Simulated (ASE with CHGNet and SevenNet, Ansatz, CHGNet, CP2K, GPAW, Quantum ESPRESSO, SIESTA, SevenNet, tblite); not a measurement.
# Random packing of 61Li2S-17P2S5-22LiCl (mol %) (62 atoms) in machine-learned potentials

Aim: run random packing of 61Li2S-17P2S5-22LiCl (mol %) (62 atoms) in machine-learned potentials and see how near its forces come to a plane-wave reference, and at what cost.

Program: ASE with CHGNet and SevenNet. Level of theory: the method is named at each step. Results are calculated unless marked as measured.

### Step 1. The starting structure

The cell holds 62 atoms: 26 Li, 26 S, 6 P and 4 Cl. Its edges and angles: a = 10.731 Å, b = 10.731 Å, c = 10.731 Å, α = 90.0°, β = 90.0°, γ = 90.0°. 62 atoms (26 Li, 26 S, 6 P, 4 Cl) packed at random in a cube at 1.8 g/cm³ and pushed apart as soft spheres, cations and anions kept from their own kind; a start for melting by ab initio MD, not an equilibrated structure. Then every atom was moved at random, 0.05 Å r.m.s. a Cartesian component.

The yardstick, on the same geometry:

```
method                 : Kohn-Sham DFT, PBE, SSSP efficiency 1.3.0 pseudopotentials, plane waves (Quantum ESPRESSO 7.5); sssp-pbe-1.3.0-efficiency, cutoffs 45/360 Ry, Γ point
r.m.s. force component : 0.6157 eV/Å
longest force          : 2.337 eV/Å
pressure               : -0.6467 GPa
time                   : 6.3 min on 2 MPI ranks of Arm Neoverse V2, shared host
CPU time               : 13 min
```

### Step 2. CHGNet 0.3.0 potential

Method: machine-learned interatomic potential CHGNet 0.3.0, trained on PBE(+U) plane-wave data.

Input file run.py:

```python
import numpy as np
from ase.io import read
import mlip  # loads the published weights by name

atoms = read("structure.xyz")
atoms.calc = mlip.calc("chgnet-0.3.0")
energy = atoms.get_potential_energy()
forces = atoms.get_forces()
print(f"energy {energy:.6f} eV")
print("forces (eV/A)")
for i, (a, f) in enumerate(zip(atoms, forces)):
    print(f"{i:4d} {a.symbol:2s} {f[0]:10.5f} {f[1]:10.5f} {f[2]:10.5f}")
stress = -atoms.get_stress(voigt=False) * 160.21766
print("stress (GPa, compression positive)")
for row in stress:
    print(" ".join(f"{x:10.4f}" for x in row))
```

Input file structure.xyz:

```xyz
62
Lattice="10.73070 0.00000 0.00000 0.00000 10.73070 0.00000 0.00000 0.00000 10.73070" Properties=species:S:1:pos:R:3 pbc="T T T"
Li 10.42166 0.05891 6.18958
Li 4.38188 8.68586 1.65832
Li 10.51973 5.40924 4.61431
Li 7.18528 0.30765 1.02081
Li 3.42095 2.89117 6.01874
Li 5.11919 5.40516 8.78973
Li 1.70532 3.87679 10.72941
Li 7.87075 9.13923 7.92516
Li 9.10822 3.70842 10.24084
Li 1.99097 1.19422 3.76551
Li 0.80405 9.13204 8.83448
Li 0.26269 1.81510 8.55827
Li 9.31339 3.61871 6.98429
Li 4.53833 0.57935 8.24515
Li 8.69959 3.56528 3.06565
Li 5.03377 2.34605 1.69309
Li 6.04954 10.53240 5.86722
Li 4.70981 7.29194 6.48285
Li 7.38058 6.40408 3.05782
Li 1.56668 9.01776 2.91768
Li 1.49307 0.86661 0.66090
Li 1.29251 5.03484 7.34044
Li 8.02753 9.58112 3.65316
Li 9.18999 7.82933 0.97209
Li 4.37609 8.66976 9.22808
Li 0.62260 5.95414 1.86832
S 6.33744 7.31447 8.17272
S 4.74994 4.03249 3.17886
S 5.49197 6.72128 4.15332
S 7.88621 8.81903 10.16852
S 0.27953 3.97787 8.87633
S 1.71702 3.36536 3.13916
S 7.46567 1.94322 5.26523
S 2.70821 6.80176 2.80565
S 4.26642 9.26049 5.35537
S 10.07602 7.96078 3.24110
S 0.16257 2.27298 6.18045
S 9.19911 0.86565 9.74991
S 7.35107 4.84888 6.72976
S 2.30002 0.61991 8.45407
S 6.64981 8.49796 2.16867
S 5.02122 0.56046 3.20869
S 5.94459 2.46109 7.71419
S 7.17261 2.59758 1.33222
S 2.99762 5.80263 5.76346
S 5.87849 5.84136 1.00386
S 3.57740 3.06769 9.50289
S 8.98653 8.97333 5.82988
S 9.27594 1.27588 2.77560
S 4.27533 0.48428 0.16150
S 1.28543 9.30824 5.33284
S 9.19653 5.08045 1.21890
P 6.30547 3.44863 10.24320
P 10.00251 10.27561 1.88560
P 7.72374 1.82916 8.62501
P 8.34709 6.88986 5.68663
[... 2 atom lines left out ...]
Cl 2.74148 8.38433 7.77042
Cl 10.15682 6.25739 6.78255
Cl 0.82337 8.32305 0.51389
Cl 2.99301 6.63780 10.29525
```

Run with:

```bash
$ OMP_NUM_THREADS=1 python run.py > output.txt
```

The program printed:

```text
CHGNet v0.3.0 initialized with 412,525 parameters
CHGNet will run on cpu
energy -239.063721 eV
forces (eV/A)
   0 Li    0.34487    0.36412   -0.00848
   1 Li   -0.14198   -0.06224    0.10903
   2 Li    0.67980   -0.18135   -0.63196
   3 Li   -0.19758   -0.62667   -0.08540
   4 Li   -0.32113    0.44896   -0.11348
   5 Li   -0.41663    0.15966    0.23674
   6 Li    0.17031    0.33236    0.31317
   7 Li   -0.07476   -0.08266   -0.07192
   8 Li   -0.01567   -0.21375   -0.12256
   9 Li    0.00991   -0.16757    0.42502
  10 Li    0.31779    0.00709    0.19443
  11 Li    0.22637   -0.46114   -0.32489
  12 Li   -0.06487   -0.23606    0.14960
  13 Li    0.00149    0.19158    0.37933
  14 Li   -0.13777    0.45405   -0.17522
  15 Li   -0.79924   -0.48687   -0.11466
  16 Li    0.40046    0.51273   -0.44903
  17 Li   -0.21581   -0.07985   -0.01960
  18 Li    0.87525   -0.20412   -0.80292
  19 Li    0.05713   -0.34815    0.09171
  20 Li    0.36832   -0.14934   -0.32826
  21 Li    1.03228    0.13982   -0.68332
  22 Li    0.11063    0.19231    0.18318
  23 Li   -0.05167   -0.60789    0.08077
[...]
54 P     0.10739    0.87233    0.38084
  55 P    -0.70483    0.53581   -0.07596
  56 P    -0.44653   -0.62398    1.03078
  57 P    -0.35705    1.13870   -0.50813
  58 Cl   -0.34589   -0.04434   -0.06286
  59 Cl    1.30324    0.06297   -0.24802
  60 Cl   -0.42148    0.77217   -0.33778
  61 Cl    1.19873   -0.89143   -0.07360
stress (GPa, compression positive)
   -0.9653    -0.1487    -0.0887
   -0.1487    -2.4875     0.2341
   -0.0887     0.2341    -1.0994
```

It took 3.6 s on 1 thread of Arm Neoverse V2, shared host; peak memory 0.66 GiB.

Banners, paths, timers and routine set-up lines are dropped from the logs unmarked, and long logs keep their key lines alone; longer cuts are marked.

Numbers from this run, and their distance from the reference:

```
r.m.s. force component                  : 0.5581 eV/Å
r.m.s. difference of force components   : 336 meV/Å
longest difference of force vectors     : 1732 meV/Å
force difference over r.m.s. force      : 54.57 %
slope of forces against the reference's : 0.7619
correlation of force components         : 0.8406
pressure                                : -1.517 GPa
pressure difference                     : -0.8707 GPa
```

Length of the force difference by element (eV/Å):

```tsv
element	atoms	mean	most
Cl	4	0.48	0.57
Li	26	0.20	0.54
P	6	0.79	1.7
S	26	0.62	1.5
```

A closer look about Li3, picked at random: 9 atoms, nearest first, numbered in the order of the input, with positions taken from that point.

```tsv
atom	x	y	z	distance (Å)	Fx	Fy	Fz (eV/Å)
Li3	0.00	0.00	0.00	0.00	0.68	-0.18	-0.63
Cl60	-0.36	0.85	2.17	2.36	1.30	0.06	-0.25
P56	-2.17	1.48	1.07	2.84	-0.70	0.54	-0.08
Li26	0.83	0.54	-2.75	2.92	0.13	0.09	-0.12
S36	-0.44	2.55	-1.37	2.93	-0.09	0.94	-0.20
Li15	-1.82	-1.84	-1.55	3.02	-0.14	0.45	-0.18
Li22	1.50	-0.37	2.73	3.14	1.03	0.14	-0.68
S32	1.93	-2.04	-1.48	3.17	-0.14	0.40	-0.36
Li13	-1.21	-1.79	2.37	3.21	-0.06	-0.24	0.15
```

Atoms are counted from 1 here, from 0 in the log.

Forces lie 55 % from the reference's, at 0.0042 times its CPU time (on 1 against 2 cores).

### Step 3. CHGNet r2SCAN potential

Method: machine-learned interatomic potential CHGNet r2SCAN, trained on r2SCAN plane-wave data.

run.py: that of step 2 with these lines changed.

```diff
@@ -5,3 +5,3 @@
 atoms = read("structure.xyz")
-atoms.calc = mlip.calc("chgnet-0.3.0")
+atoms.calc = mlip.calc("chgnet-r2scan")
 energy = atoms.get_potential_energy()
```

structure.xyz is that of step 2.

The program printed:

```text
CHGNet vr2scan initialized with 412,525 parameters
CHGNet will run on cpu
energy -391.476685 eV
forces (eV/A)
   0 Li    0.30065    0.27132   -0.03109
   1 Li   -0.09102   -0.06331    0.12007
   2 Li    0.60399   -0.11677   -0.39999
   3 Li   -0.20982   -0.44041   -0.03536
   4 Li   -0.30274    0.37384   -0.09508
   5 Li   -0.35537    0.19194    0.18920
   6 Li    0.15878    0.25982    0.18173
   7 Li   -0.03197   -0.08781   -0.01323
   8 Li    0.12028   -0.12627   -0.05589
   9 Li    0.02384   -0.12824    0.36815
  10 Li    0.33172   -0.02909    0.15393
  11 Li    0.18379   -0.31416   -0.23147
  12 Li   -0.03650   -0.17492    0.03002
  13 Li   -0.05570    0.14638    0.25802
  14 Li   -0.09890    0.26891   -0.17320
  15 Li   -0.54120   -0.38539    0.00672
  16 Li    0.30436    0.47105   -0.37271
  17 Li   -0.23579   -0.02032   -0.03418
  18 Li    0.60504   -0.08980   -0.63700
  19 Li    0.07752   -0.36223    0.06359
  20 Li    0.36334   -0.10884   -0.31954
  21 Li    0.84678    0.07016   -0.45521
  22 Li    0.02413    0.13102    0.19256
  23 Li    0.02929   -0.49967    0.02171
[...]
54 P     0.22357    0.38478    0.08355
  55 P    -0.36269    0.90525    0.03797
  56 P    -0.53401   -0.31161    1.45008
  57 P    -0.61785    1.07842   -0.75596
  58 Cl   -0.27671    0.08931   -0.04033
  59 Cl    1.30376   -0.15490   -0.81312
  60 Cl   -0.49002    0.49455   -0.37948
  61 Cl    0.89256   -0.60256   -0.00769
stress (GPa, compression positive)
   -1.8000    -0.0661    -0.4338
   -0.0661    -3.1095     0.2583
   -0.4338     0.2583    -1.9760
```

Wall time 3.1 s (1 thread); peak memory 0.67 GiB.

Numbers from this run, and their distance from the reference:

```yaml
r_m_s_force_component: 0.5069 eV/Å
r_m_s_difference_of_force_components: 398.6 meV/Å
longest_difference_of_force_vectors: 2144 meV/Å
force_difference_over_r_m_s_force: 64.74 %
slope_of_forces_against_the_reference_s: 0.6294
correlation_of_force_components: 0.7644
pressure: -2.295 GPa
pressure_difference: -1.649 GPa
```

Against the first run (55 %), the force difference from the reference is 65 %, at 0.97 times the CPU time; this potential was trained at another functional than the reference's, which explains only part of so large a difference.

### Step 4. SevenNet l3i5 potential

Method: machine-learned interatomic potential SevenNet l3i5, trained on PBE(+U) plane-wave data.

run.py: that of step 3 with these lines changed.

```diff
@@ -5,3 +5,3 @@
 atoms = read("structure.xyz")
-atoms.calc = mlip.calc("chgnet-r2scan")
+atoms.calc = mlip.calc("7net-l3i5")
 energy = atoms.get_potential_energy()
```

structure.xyz is that of step 3.

The program printed:

```text
energy -212.890106 eV
forces (eV/A)
   0 Li    0.32969    0.37930   -0.08679
   1 Li   -0.02520   -0.12420    0.21204
   2 Li    0.61105   -0.01423   -0.48702
   3 Li   -0.08630   -0.67860   -0.13241
   4 Li   -0.38992    0.59783   -0.18335
   5 Li   -0.30364    0.00575    0.44178
   6 Li    0.23019    0.48038    0.25798
   7 Li   -0.10693   -0.16361   -0.05972
   8 Li   -0.20356   -0.54757   -0.32275
   9 Li   -0.00159   -0.33206    0.49451
  10 Li    0.33537   -0.07748    0.22373
  11 Li    0.33004   -0.39933   -0.44679
  12 Li   -0.41045   -0.12037    0.20708
  13 Li    0.00159    0.31020    0.37030
  14 Li   -0.16978    0.05316   -0.19704
  15 Li   -0.82105   -0.51047   -0.30407
  16 Li    0.42464    0.62433   -0.39220
  17 Li   -0.28795   -0.17868   -0.11733
  18 Li    0.98321   -0.19818   -0.84082
  19 Li   -0.03982   -0.49471    0.28219
  20 Li    0.42191   -0.28462   -0.31103
  21 Li    1.09666    0.12224   -0.48701
  22 Li    0.33470    0.19357    0.10204
  23 Li   -0.04193   -0.53132    0.21662
[...]
54 P     1.10988    1.89063    0.77707
  55 P    -0.06415    0.54773   -0.80789
  56 P    -0.26925   -0.99187    1.14922
  57 P    -0.31632    1.07525   -0.80694
  58 Cl   -0.17213   -0.12318    0.16194
  59 Cl    0.40739    0.36751   -0.71733
  60 Cl   -0.06190    0.47387   -0.32147
  61 Cl    0.74134   -0.62002    0.13077
stress (GPa, compression positive)
   -1.5630    -0.2816    -0.0323
   -0.2816    -1.9198     0.4128
   -0.0323     0.4128    -0.4980
```

Run time: 8.9 s. Hardware: 1 thread; peak memory 0.96 GiB.

Against the reference:

| Quantity | Value |
| --- | --- |
| r.m.s. force component | 0.5895 eV/Å |
| r.m.s. difference of force components | 267.9 meV/Å |
| longest difference of force vectors | 1886 meV/Å |
| force difference over r.m.s. force | 43.52 % |
| slope of forces against the reference's | 0.8637 |
| correlation of force components | 0.902 |
| pressure | -1.327 GPa |
| pressure difference | -0.6802 GPa |

Against the first run (55 %), the force difference from the reference is 44 %, at 2.7 times the CPU time.

### Step 5. All runs compared

Differences are against the plane-wave reference, forces as r.m.s. over components; share is that over the reference's r.m.s. force, slope the least-squares factor from reference forces to these. Total energies of different programs have different zeros and aren't compared.

```tsv
run	Δ force, r.m.s. (meV/Å)	share (%)	slope	Δ pressure (GPa)	cores	CPU time	memory (GiB)
reference	-	-	-	-	2	13 min	2.5
CHGNet 0.3.0 potential	336	54.6	0.762	-0.871	1	3.1 s	0.66
CHGNet r2SCAN potential	399	64.7	0.629	-1.65	1	3.1 s	0.67
SevenNet l3i5 potential	268	43.5	0.864	-0.680	1	8.4 s	0.96
```

Times of the machine-learned potentials are mostly Python's start and the loading of weights.

CPU time is summed over cores on a shared host, where runs went side by side, so it is rough. Symmetry, cutoffs, thresholds, outputs and thread counts weren't matched or tuned between programs; memory under MPI is the largest rank's times the ranks.

A second geometry, displaced anew (every atom was moved at random, 0.08 Å r.m.s. a Cartesian component), gives an energy difference that all programs can be tested on. The reference puts it at 6.683 meV/atom.

```tsv
run	energy less the first geometry's (meV/atom)	error (meV/atom)	force share at the second geometry (%)
CHGNet 0.3.0 potential	3.357	-3.33	52.2
CHGNet r2SCAN potential	1.971	-4.71	57.9
SevenNet l3i5 potential	0.3123	-6.37	41.5
```

### Step 6. Summary of results

```
nearest in forces : SevenNet l3i5 potential, 44 %
its CPU time      : 8.4 s
```

Machine-learned potentials differ by 44 % (SevenNet l3i5 potential) to 65 % (CHGNet r2SCAN potential); they were trained on other programs' data, some at another functional. Among those trained on PBE data the slope goes as low as 0.76, with a correlation of 0.84, so directions differ as well as sizes. The energy difference between the two geometries, 6.68 meV/atom in the reference, is met best by CHGNet 0.3.0 potential (-3.33) and worst by SevenNet l3i5 potential (-6.37). The reference's pressure holds the uncorrected Pulay stress of its 45 Ry basis, so small pressure differences, and their order, may be the reference's own error. Machine-learned potentials mimic data converged in k, so the reference's own k-point error enters their differences. The electronic-structure runs sample only Γ, in a cell whose shortest periodic width is 11 Å, which is coarse for a cell with partly filled levels.

[Also dropped from logs without a mark: logging warnings of Python, and SIESTA's first energy breakdown and zero terms.]

[Logs are printed without paths, hosts, clocks, repeated set-up lines and the standing remarks that a program may print on its own settings, such as how far it seeks lower states.]

[Hosts, paths, dates, database ids (printed as entryN), source tags and the programs' standing remarks are cut or masked in the printed files.]
